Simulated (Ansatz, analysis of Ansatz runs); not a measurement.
# Be-H pair in corundum: local vibrational mode against experiment, part 2 of 2

How near does this set-up come to the measured local vibrational mode? Subject: Be-H pair in corundum. Set-up: LDA, 80-site cell, LDA lattice, 420 eV, k: the single point 1/4 1/4 1/4. The model is a cell of 80 host atoms with Be put on another atom's site and H put in between. The frequencies come from force constants among the defect atom and its neighbours, with the masses of the isotopes named. A local or semilocal functional is the cheapest first rung.

Ansatz 0.2.0; LDA, 80-site cell, LDA lattice, 420 eV, k: the single point 1/4 1/4 1/4.

So far: The structure; Relaxation, charge 0.

## Step 2: Relaxation, charge 0 (continued)

Level of this step: plane-wave PAW DFT, LDA; relaxation of all atoms of a defect supercell (Ansatz).

Step by step (22 of 28):

```
step  energy less that of the first step (eV)  largest force component (eV/Å)
   1                                   0.0000                          5.4509
   2                                  -1.5542                          2.9783
   4                                  -2.8422                          0.8911
   5                                  -3.0182                          1.3637
   6                                  -3.1983                          0.9923
   7                                  -3.3915                          0.5931
   9                                  -3.7168                          0.4784
  10                                  -3.8302                          0.6738
  11                                  -3.9068                          1.0449
  13                                  -4.1197                          0.5434
  14                                  -4.2573                          0.3588
  15                                  -4.3549                          0.2569
  16                                  -4.3834                          0.2535
  18                                  -4.4265                          0.4218
  19                                  -4.5283                          0.3376
  20                                  -4.5038                          1.2986
  22                                  -4.6248                          0.2806
  23                                  -4.6514                          0.1230
  24                                  -4.3163                          1.0029
  25                                  -4.6544                          0.1397
  27                                  -4.6557                          0.0076
  28                                  -4.6557                          0.0088
```

Relaxation steps 20, 24 were tried and not accepted.

The atoms that moved most (Å, from the sites as typed, ahead of the random displacement):

```
atom      dx      dy      dz  length
 H81   1.472   0.680  -1.783   2.410
 Be4   0.007   0.077   0.781   0.785
 O19  -0.026  -0.138   0.009   0.141
 Al3  -0.056   0.035   0.115   0.133
 O28  -0.086  -0.021  -0.092   0.128
Al11  -0.040  -0.092  -0.075   0.125
 O15   0.100   0.056  -0.027   0.117
Al62   0.001  -0.101   0.000   0.101
```

The atoms nearest to the centre after the run:

```
atom  distance (Å)
 O15         0.332
 Be4         1.336
 H81         1.429
Al32         2.023
Al13         2.125
Al31         2.307
 O19         2.421
 O28         2.436
 O46         2.475
```

Neighbours of the added atoms: H81: O19 1.02, O15 1.59, Be4 1.97 Å.

Among the atoms that came to bonding distance: O19–H81 1.02 Å (from 3.46).

This step gave:

```
free energy : -42787.5209 eV
```

The relaxation ends 57 meV an atom lower than the displaced start, with a largest force component of 0.0088 eV/Å.

## Step 3: Local vibrational modes

A local mode lives on the defect and the atoms next to it, so only the sites listed in the input are displaced, which costs far fewer SCF runs than the whole cell would.

This step: plane-wave PAW DFT, LDA; finite-displacement force constants among the atoms nearest to a defect, the others at rest.

Contents of modes/input.yaml:

```yaml
crystal:
  lattice:
    - [4.72915286, 2.73037768, 8.59458395]
    - [-4.72915286, 2.73037768, 8.59458395]
    - [0.0, -5.46075535, 8.59458395]
  atoms:
    - { symbol: Al, position: [0.17434043, 0.177805849, 0.177286713] }
    - { symbol: Al, position: [0.071717007, 0.075973487, 0.075299164] }
[... 1 atom line left out ...]
    - { symbol: Be, position: [0.461821821, 0.460088402, 0.446994108] }
[... 8 atom lines left out ...]
    - { symbol: Al, position: [0.323734494, 0.324635597, 0.827771284] }
[... 1 atom line left out ...]
    - { symbol: O, position: [0.290853843, 0.46374404, 0.617200191] }
[... 3 atom lines left out ...]
    - { symbol: O, position: [0.364201322, 0.2166418, 0.545155368] }
[... 6 atom lines left out ...]
    - { symbol: O, position: [0.125570934, 0.777892309, 0.473015728] }
    - { symbol: O, position: [0.473241587, 0.625366083, 0.284394786] }
    - { symbol: O, position: [0.208230519, 0.531994384, 0.373985588] }
[... 2 atom lines left out ...]
    - { symbol: Al, position: [0.172408128, 0.68037297, 0.677141051] }
    - { symbol: Al, position: [0.078009563, 0.574732657, 0.566667189] }
[... 6 atom lines left out ...]
    - { symbol: O, position: [0.373502764, 0.721649975, 0.530771916] }
[... 6 atom lines left out ...]
    - { symbol: O, position: [0.620232496, 0.286599276, 0.474403472] }
[... 34 atom lines left out ...]
    - { symbol: H, position: [0.327538141, 0.312574436, 0.579085633] }
basis:
  ecutwfc: 420
  xc_grid: 2
hamiltonian:
  xc: lda
kpoints:
  mp_grid: { grid: [1, 1, 1], shift: [0.25, 0.25, 0.25] }
scf:
  occupations: { method: fermi_dirac, width: 0.01 }
  max_iter: 120
output: {}
checkpoint:
  read: "../relax.run"
phonons:
  supercell: [1, 1, 1]
  displaced_sites: [3, 10, 14, 18, 80]
```

Launch:

```bash
ansatz run input.yaml --threads 2 --pin off --max-ram 3768MiB --backend cpu --events-out ev --progress --plain --runs-dir out
```

Numbers of over 12 decimals in the logs are rounded to 6 here.

Output:

```text
[...]
Crystal: 81 atoms, lattice volume = 665.859 Å³
Basis set: ecut = 420 eV, 12965 PW (Γ), exchange–correlation on 144×144×144 points (8 copies of the dense FFT grid, shifted against one another)
Bands: 273, of which v1, the nominal top of the filled ones, is band 192 counted from 1 (191 counted from 0)
Symmetry: 1 space group operations
k-points: 1
[...]
SCF iter   4: F=-42787.520939 eV  HF=-42787.520939 eV  |F-HF|=2.91e-11  |Δ(HF+E_count)|=  1.09e-10  Δρ=6.75e-8  dr2=2.04e-11  ethr=1.00e-12  ⟨swp⟩=3.0  Hψ=886  notcnv=0
SCF 1 converged in 4 iterations: F = -42787.520939 eV  dr2 = 2.04e-11
[...]
SCF 2 converged in 8 iterations: F = -42787.520869 eV  dr2 = 2.08e-12
[...]
SCF 3 converged in 4 iterations: F = -42787.520866 eV  dr2 = 1.38e-12
[...]
symmetry images taken by strict's conditions (phonons.symmetry_images: auto; settled by no image being taken that strict refuses)
  force constants formed among 5 of 81 sites (Be 3, Al 10, O 14, O 18, H 80); the other 76 at rest. The modes move the named sites alone.
  the frequencies, the zero-point energy and the sums are of the block with the acoustic sum rule laid on its rows. Row sums over every site: 6.1e-5 eV/Å² at the most
  transpose residual: 2.5e-4 eV/Å²
  largest component of a force at the reference: 8.8e-3 eV/Å on a named site, 6.3e-3 eV/Å on a site at rest
  frequencies among the named sites at Γ of the cell (cm⁻¹): 291.37 389.66 406.71 444.79 466.55 473.40 488.74 527.15 557.09 646.36 781.39 861.24 1051.39 1293.67 2881.44
  unstable modes among the named sites: 0
  frequencies as built, with no sum rule (cm⁻¹): 291.37 389.66 406.71 444.79 466.55 473.40 488.74 527.15 557.09 646.36 781.39 861.24 1051.39 1293.67 2881.44
  zero-point energy: 0.716686 eV/cell   skipped modes (ω ≤ 0): 0
  not written: the harmonic force-constant file, the file of eigenvectors (these modes' are written with the force constants), the density of states and the dispersion, which are of every site
[key lines of the parts left out:]
SCF converged after 4 iterations
Free energy (F): -42787.520939 eV
Fermi energy:    11.113267 eV
```

Elapsed: 6.2 min, on 2 threads of Arm Neoverse V2, shared host; peak memory 1.3 GiB; 12 min of CPU time.

Reading the cycles: dr2 is the Hartree energy of the density residual (eV), the measure of convergence; HF is the Harris–Foulkes estimate of the energy, which meets the free energy F at convergence.

Numbers from this step:

| Quantity | Value |
| --- | --- |
| free energy | -42787.5209 eV |

The modes with the largest weight on the probed atoms (the light atom of a pair), for the masses of each isotope. Modes of the displaced atoms (local only where they lie over the host's phonons):

```
isotopes  mode (cm⁻¹)  share of the defect atoms
       H         2882                      0.938
       H         1294                      0.945
       H         1052                      0.922
       D         2102                      0.879
       D        956.5                      0.695
       D        767.2                      0.444
```

## Step 4: Outcome

- distance from the defect atom to its nearest neighbour: 1.018 Å
- O-H stretch, 1H: 2882 cm⁻¹
- time of the whole chain: 12 min on 2 threads

**Reading.** O-H stretch, 1H: computed 2882 cm⁻¹, measured 3060 cm⁻¹; 178 cm⁻¹ (6 %) below the measurement. The computed value is harmonic, while the measured line is the anharmonic fundamental, which for X–H stretches usually lies a few per cent lower. All levels end far under the measured line with a strong hydrogen bond: the site modelled is probably not the measured one. Only the named neighbours move, so modes near the host's band are approximate.

[Logs are printed without paths, hosts, clocks, repeated set-up lines and the standing remarks that a program may print on its own settings, such as how far it seeks lower states.]

[Hosts, paths, dates, database ids (printed as entryN), source tags and the programs' standing remarks are cut or masked in the printed files.]

[For some hosts the program warned that the k-mesh of the response run may be too coarse for force constants and the static dielectric constant; such warnings are not shown here.]
